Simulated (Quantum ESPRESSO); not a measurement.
# Cobalt: a ladder in the plane-wave cutoff

Wanted: the cheapest choice of the plane-wave cutoff that holds the magnetic results of Cobalt.

Main program and level: Quantum ESPRESSO 7.5; PBE; plane waves with GBRV 1.5 PBE potentials, no spin-orbit coupling (settings of the first rung).

Report form: inputs, costs, results and the conclusion, without the logs.

### Step 1. Starting point

Symmetry: P6_3/mmc, No. 194, hexagonal system. The conventional cell has a = 2.507 Å, b = 2.507 Å, c = 4.070 Å, α = 90.00°, β = 90.00°, γ = 120.00°. Co has 12 Co at 2.50 to 2.51 Å nearest.

### Step 2. Rung 1, start ferro ++

Input file pw.in:

```
&CONTROL
  calculation = 'scf'
  prefix = 'pwscf'
  outdir = './tmp'
  pseudo_dir = './pseudo'
  disk_io = 'nowf'
  tprnfor = .true.
  tstress = .true.
/
&SYSTEM
  ibrav = 0
  celldm(1) = 8
  nat = 2
  ntyp = 1
  ecutwfc = 18
  ecutrho = 126
  nbnd = 26
  occupations = 'smearing'
  smearing = 'fd'
  degauss = 0.00734986
  nspin = 2
  starting_magnetization(1) = 0.1176
/
&ELECTRONS
  conv_thr = 4d-09
  electron_maxstep = 150
  mixing_beta = 0.3
/
ATOMIC_SPECIES
Co     58.9332 co_pbe_v1.2.uspp.F.UPF
CELL_PARAMETERS alat
   0.5922874106108    0.0000000000000    0.0000000000000
  -0.2961437053054    0.5129359439191    0.0000000000000
   0.0000000000000    0.0000000000000    0.9613745443268
ATOMIC_POSITIONS crystal
Co      0.3333333333    0.6666666667    0.2500000000
Co      0.6666666667    0.3333333333    0.7500000000
K_POINTS automatic
12 12 12 0 0 0
```

On the command line:

```sh
> OMP_NUM_THREADS=1 mpirun -n 2 pw.x -nk 2 -in pw.in > pw.out
```

Wall time 19 s (2 MPI ranks of AMD EPYC 7R43, shared host); peak memory 0.15 GiB.

Spin moment in the atom's sphere by atom:

| atom | spin moment in the atom's sphere (μB) |
| --- | --- |
| Co1 | 1.67 |
| Co2 | 1.67 |

Read from the output:

| Property | Result |
| --- | --- |
| magnetization | 3.318 μB |
| final state | ferromagnetic |

### Step 3. Rung 1, start antiferro +-

pw.in, as its differences from that of step 2:

```diff
@@ -13,6 +13,6 @@
   nat = 2
-  ntyp = 1
+  ntyp = 2
   ecutwfc = 18
   ecutrho = 126
-  nbnd = 26
+  nbnd = 24
   occupations = 'smearing'
@@ -22,2 +22,3 @@
   starting_magnetization(1) = 0.1176
+  starting_magnetization(2) = -0.1176
 /
@@ -29,3 +30,4 @@
 ATOMIC_SPECIES
-Co     58.9332 co_pbe_v1.2.uspp.F.UPF
+Co1    58.9332 co_pbe_v1.2.uspp.F.UPF
+Co2    58.9332 co_pbe_v1.2.uspp.F.UPF
 CELL_PARAMETERS alat
@@ -35,4 +37,4 @@
 ATOMIC_POSITIONS crystal
-Co      0.3333333333    0.6666666667    0.2500000000
-Co      0.6666666667    0.3333333333    0.7500000000
+Co1     0.3333333333    0.6666666667    0.2500000000
+Co2     0.6666666667    0.3333333333    0.7500000000
 K_POINTS automatic
```

Elapsed: 22 s, on 2 MPI ranks; peak memory 0.15 GiB.

Spin moment in the atom's sphere by atom:

| atom | spin moment in the atom's sphere (μB) |
| --- | --- |
| Co1 | 0.894 |
| Co2 | -0.893 |

Numbers from this step:

| Item | Value |
| --- | --- |
| magnetization | 0 μB |
| final state | antiferromagnetic |

### Step 4. Rung 2, start ferro ++

Input file pw.in:

```
&CONTROL
  calculation = 'scf'
  prefix = 'pwscf'
  outdir = './tmp'
  pseudo_dir = './pseudo'
  disk_io = 'nowf'
  tprnfor = .true.
  tstress = .true.
/
&SYSTEM
  ibrav = 0
  celldm(1) = 8
  nat = 2
  ntyp = 1
  ecutwfc = 24
  ecutrho = 168
  nbnd = 26
  occupations = 'smearing'
  smearing = 'fd'
  degauss = 0.00734986
  nspin = 2
  starting_magnetization(1) = 0.1176
/
&ELECTRONS
  conv_thr = 4d-09
  electron_maxstep = 150
  mixing_beta = 0.3
/
ATOMIC_SPECIES
Co     58.9332 co_pbe_v1.2.uspp.F.UPF
CELL_PARAMETERS alat
   0.5922874106108    0.0000000000000    0.0000000000000
  -0.2961437053054    0.5129359439191    0.0000000000000
   0.0000000000000    0.0000000000000    0.9613745443268
ATOMIC_POSITIONS crystal
Co      0.3333333333    0.6666666667    0.2500000000
Co      0.6666666667    0.3333333333    0.7500000000
K_POINTS automatic
12 12 12 0 0 0
```

Elapsed: 22 s, on 2 MPI ranks; peak memory 0.16 GiB.

Numbers from this step:

- magnetization: 3.223 μB
- final state: ferromagnetic
- largest moment: 1.680 μB

### Step 5. Rung 2, start antiferro +-

pw.in, as its differences from that of step 4:

```diff
@@ -13,6 +13,6 @@
   nat = 2
-  ntyp = 1
+  ntyp = 2
   ecutwfc = 24
   ecutrho = 168
-  nbnd = 26
+  nbnd = 24
   occupations = 'smearing'
@@ -22,2 +22,3 @@
   starting_magnetization(1) = 0.1176
+  starting_magnetization(2) = -0.1176
 /
@@ -29,3 +30,4 @@
 ATOMIC_SPECIES
-Co     58.9332 co_pbe_v1.2.uspp.F.UPF
+Co1    58.9332 co_pbe_v1.2.uspp.F.UPF
+Co2    58.9332 co_pbe_v1.2.uspp.F.UPF
 CELL_PARAMETERS alat
@@ -35,4 +37,4 @@
 ATOMIC_POSITIONS crystal
-Co      0.3333333333    0.6666666667    0.2500000000
-Co      0.6666666667    0.3333333333    0.7500000000
+Co1     0.3333333333    0.6666666667    0.2500000000
+Co2     0.6666666667    0.3333333333    0.7500000000
 K_POINTS automatic
```

The job ended after 28 s (2 MPI ranks; peak memory 0.16 GiB).

Numbers from this step:

| Property | Result |
| --- | --- |
| magnetization | 0 μB |
| final state | antiferromagnetic |
| largest moment | 0.6262 μB |

### Step 6. Rung 3, start ferro ++

Input file pw.in:

```
&CONTROL
  calculation = 'scf'
  prefix = 'pwscf'
  outdir = './tmp'
  pseudo_dir = './pseudo'
  disk_io = 'nowf'
  tprnfor = .true.
  tstress = .true.
/
&SYSTEM
  ibrav = 0
  celldm(1) = 8
  nat = 2
  ntyp = 1
  ecutwfc = 32
  ecutrho = 224
  nbnd = 26
  occupations = 'smearing'
  smearing = 'fd'
  degauss = 0.00734986
  nspin = 2
  starting_magnetization(1) = 0.1176
/
&ELECTRONS
  conv_thr = 4d-09
  electron_maxstep = 150
  mixing_beta = 0.3
/
ATOMIC_SPECIES
Co     58.9332 co_pbe_v1.2.uspp.F.UPF
CELL_PARAMETERS alat
   0.5922874106108    0.0000000000000    0.0000000000000
  -0.2961437053054    0.5129359439191    0.0000000000000
   0.0000000000000    0.0000000000000    0.9613745443268
ATOMIC_POSITIONS crystal
Co      0.3333333333    0.6666666667    0.2500000000
Co      0.6666666667    0.3333333333    0.7500000000
K_POINTS automatic
12 12 12 0 0 0
```

Elapsed: 37 s, on 2 MPI ranks; peak memory 0.2 GiB.

This step gave:

- magnetization: 3.369 μB
- final state: ferromagnetic
- largest moment: 1.766 μB

### Step 7. Rung 3, start antiferro +-

pw.in, as its differences from that of step 6:

```diff
@@ -13,6 +13,6 @@
   nat = 2
-  ntyp = 1
+  ntyp = 2
   ecutwfc = 32
   ecutrho = 224
-  nbnd = 26
+  nbnd = 24
   occupations = 'smearing'
@@ -22,2 +22,3 @@
   starting_magnetization(1) = 0.1176
+  starting_magnetization(2) = -0.1176
 /
@@ -29,3 +30,4 @@
 ATOMIC_SPECIES
-Co     58.9332 co_pbe_v1.2.uspp.F.UPF
+Co1    58.9332 co_pbe_v1.2.uspp.F.UPF
+Co2    58.9332 co_pbe_v1.2.uspp.F.UPF
 CELL_PARAMETERS alat
@@ -35,4 +37,4 @@
 ATOMIC_POSITIONS crystal
-Co      0.3333333333    0.6666666667    0.2500000000
-Co      0.6666666667    0.3333333333    0.7500000000
+Co1     0.3333333333    0.6666666667    0.2500000000
+Co2     0.6666666667    0.3333333333    0.7500000000
 K_POINTS automatic
```

Elapsed: 47 s, on 2 MPI ranks; peak memory 0.2 GiB; 93 s of CPU time.

Numbers from this step:

```
magnetization  : 0 μB
final state    : antiferromagnetic
largest moment : 1.183 μB
```

### Step 8. Rung 4, start ferro ++

Input file pw.in:

```
&CONTROL
  calculation = 'scf'
  prefix = 'pwscf'
  outdir = './tmp'
  pseudo_dir = './pseudo'
  disk_io = 'nowf'
  tprnfor = .true.
  tstress = .true.
/
&SYSTEM
  ibrav = 0
  celldm(1) = 8
  nat = 2
  ntyp = 1
  ecutwfc = 40
  ecutrho = 280
  nbnd = 26
  occupations = 'smearing'
  smearing = 'fd'
  degauss = 0.00734986
  nspin = 2
  starting_magnetization(1) = 0.1176
/
&ELECTRONS
  conv_thr = 4d-09
  electron_maxstep = 150
  mixing_beta = 0.3
/
ATOMIC_SPECIES
Co     58.9332 co_pbe_v1.2.uspp.F.UPF
CELL_PARAMETERS alat
   0.5922874106108    0.0000000000000    0.0000000000000
  -0.2961437053054    0.5129359439191    0.0000000000000
   0.0000000000000    0.0000000000000    0.9613745443268
ATOMIC_POSITIONS crystal
Co      0.3333333333    0.6666666667    0.2500000000
Co      0.6666666667    0.3333333333    0.7500000000
K_POINTS automatic
12 12 12 0 0 0
```

Wall time 24 s (2 MPI ranks); peak memory 0.23 GiB; 47 s of CPU time.

Read from the output:

```yaml
magnetization: 3.369 μB
final_state: ferromagnetic
largest_moment: 1.767 μB
```

### Step 9. Rung 4, start antiferro +-

pw.in, as its differences from that of step 8:

```diff
@@ -13,6 +13,6 @@
   nat = 2
-  ntyp = 1
+  ntyp = 2
   ecutwfc = 40
   ecutrho = 280
-  nbnd = 26
+  nbnd = 24
   occupations = 'smearing'
@@ -22,2 +22,3 @@
   starting_magnetization(1) = 0.1176
+  starting_magnetization(2) = -0.1176
 /
@@ -29,3 +30,4 @@
 ATOMIC_SPECIES
-Co     58.9332 co_pbe_v1.2.uspp.F.UPF
+Co1    58.9332 co_pbe_v1.2.uspp.F.UPF
+Co2    58.9332 co_pbe_v1.2.uspp.F.UPF
 CELL_PARAMETERS alat
@@ -35,4 +37,4 @@
 ATOMIC_POSITIONS crystal
-Co      0.3333333333    0.6666666667    0.2500000000
-Co      0.6666666667    0.3333333333    0.7500000000
+Co1     0.3333333333    0.6666666667    0.2500000000
+Co2     0.6666666667    0.3333333333    0.7500000000
 K_POINTS automatic
```

Elapsed: 35 s, on 2 MPI ranks; peak memory 0.23 GiB; 69 s of CPU time.

Read from the output:

| Quantity | Value |
| --- | --- |
| magnetization | 0 μB |
| final state | antiferromagnetic |
| largest moment | 1.173 μB |

### Step 10. Rung 5, start ferro ++

Input file pw.in:

```
&CONTROL
  calculation = 'scf'
  prefix = 'pwscf'
  outdir = './tmp'
  pseudo_dir = './pseudo'
  disk_io = 'nowf'
  tprnfor = .true.
  tstress = .true.
/
&SYSTEM
  ibrav = 0
  celldm(1) = 8
  nat = 2
  ntyp = 1
  ecutwfc = 56
  ecutrho = 392
  nbnd = 26
  occupations = 'smearing'
  smearing = 'fd'
  degauss = 0.00734986
  nspin = 2
  starting_magnetization(1) = 0.1176
/
&ELECTRONS
  conv_thr = 4d-09
  electron_maxstep = 150
  mixing_beta = 0.3
/
ATOMIC_SPECIES
Co     58.9332 co_pbe_v1.2.uspp.F.UPF
CELL_PARAMETERS alat
   0.5922874106108    0.0000000000000    0.0000000000000
  -0.2961437053054    0.5129359439191    0.0000000000000
   0.0000000000000    0.0000000000000    0.9613745443268
ATOMIC_POSITIONS crystal
Co      0.3333333333    0.6666666667    0.2500000000
Co      0.6666666667    0.3333333333    0.7500000000
K_POINTS automatic
12 12 12 0 0 0
```

Wall time 52 s (2 MPI ranks); peak memory 0.31 GiB; 1.7 min of CPU time.

This step gave:

```yaml
magnetization: 3.369 μB
final_state: ferromagnetic
largest_moment: 1.767 μB
```

### Step 11. Rung 5, start antiferro +-

pw.in, as its differences from that of step 10:

```diff
@@ -13,6 +13,6 @@
   nat = 2
-  ntyp = 1
+  ntyp = 2
   ecutwfc = 56
   ecutrho = 392
-  nbnd = 26
+  nbnd = 24
   occupations = 'smearing'
@@ -22,2 +22,3 @@
   starting_magnetization(1) = 0.1176
+  starting_magnetization(2) = -0.1176
 /
@@ -29,3 +30,4 @@
 ATOMIC_SPECIES
-Co     58.9332 co_pbe_v1.2.uspp.F.UPF
+Co1    58.9332 co_pbe_v1.2.uspp.F.UPF
+Co2    58.9332 co_pbe_v1.2.uspp.F.UPF
 CELL_PARAMETERS alat
@@ -35,4 +37,4 @@
 ATOMIC_POSITIONS crystal
-Co      0.3333333333    0.6666666667    0.2500000000
-Co      0.6666666667    0.3333333333    0.7500000000
+Co1     0.3333333333    0.6666666667    0.2500000000
+Co2     0.6666666667    0.3333333333    0.7500000000
 K_POINTS automatic
```

It took 93 s on 2 MPI ranks; peak memory 0.31 GiB; 3.1 min of CPU time.

Numbers from this step:

| Quantity | Value |
| --- | --- |
| magnetization | 0 μB |
| final state | antiferromagnetic |
| largest moment | 1.174 μB |

### Step 12. Side by side

Ladder, by row:

| rung | cutoff (eV) | state from the first start | state from the second start | second less first (meV a seeded atom) | moment, first (μB) | moment, second (μB) | CPU time (s) |
| --- | --- | --- | --- | --- | --- | --- | --- |
| 1 | 245 | ferromagnetic | antiferromagnetic | 114 | 1.674 | 0.894 | 80.85 |
| 2 | 327 | ferromagnetic | antiferromagnetic | 180.6 | 1.68 | 0.6262 | 99.01 |
| 3 | 435 | ferromagnetic | antiferromagnetic | 243.2 | 1.766 | 1.183 | 165 |
| 4 | 544 | ferromagnetic | antiferromagnetic | 242.4 | 1.767 | 1.173 | 116.1 |
| 5 | 762 | ferromagnetic | antiferromagnetic | 242.5 | 1.767 | 1.174 | 288.5 |

### Step 13. What came out

| Property | Result |
| --- | --- |
| range of the largest moment, first start | 1.67 to 1.77 μB; second start 0.626 to 1.18 μB |
| range of CPU time | 81 s to 4.8 min |
| range of the energy difference | 114 to 243 meV a seeded atom |
| first rung that agrees with the last (margins below) | 3 |

What this shows: From rung 3 on the states are those of the last rung, the moments stay within 0.05 μB of it and the difference within 12 meV; rung 3 took 57 % of its CPU time. Energies are free energies at an electronic temperature of 1160 K, which lowers moments and differences where the moments are itinerant.

[Long decimals in the printed logs are rounded to 6 places.]

[Logs and program files are shortened in this print: banners, set-up blocks, solver, clock and traceback lines can be left out without a mark of their own.]

[Logs are printed without paths, hosts, clocks, repeated set-up lines and the standing remarks that a program may print on its own settings, such as how far it seeks lower states.]

[Hosts, paths, dates, database ids (printed as entryN), source tags and the programs' standing remarks are cut or masked in the printed files.]

[Where the starting crystal was built by hand or by swapping elements, it need not be the compound's stable phase.]

[Where a cell is said to come from a database of computed structures, the database is the Materials Project.]

[Lattice constants that a cell's source calls measured were typed from memory.]
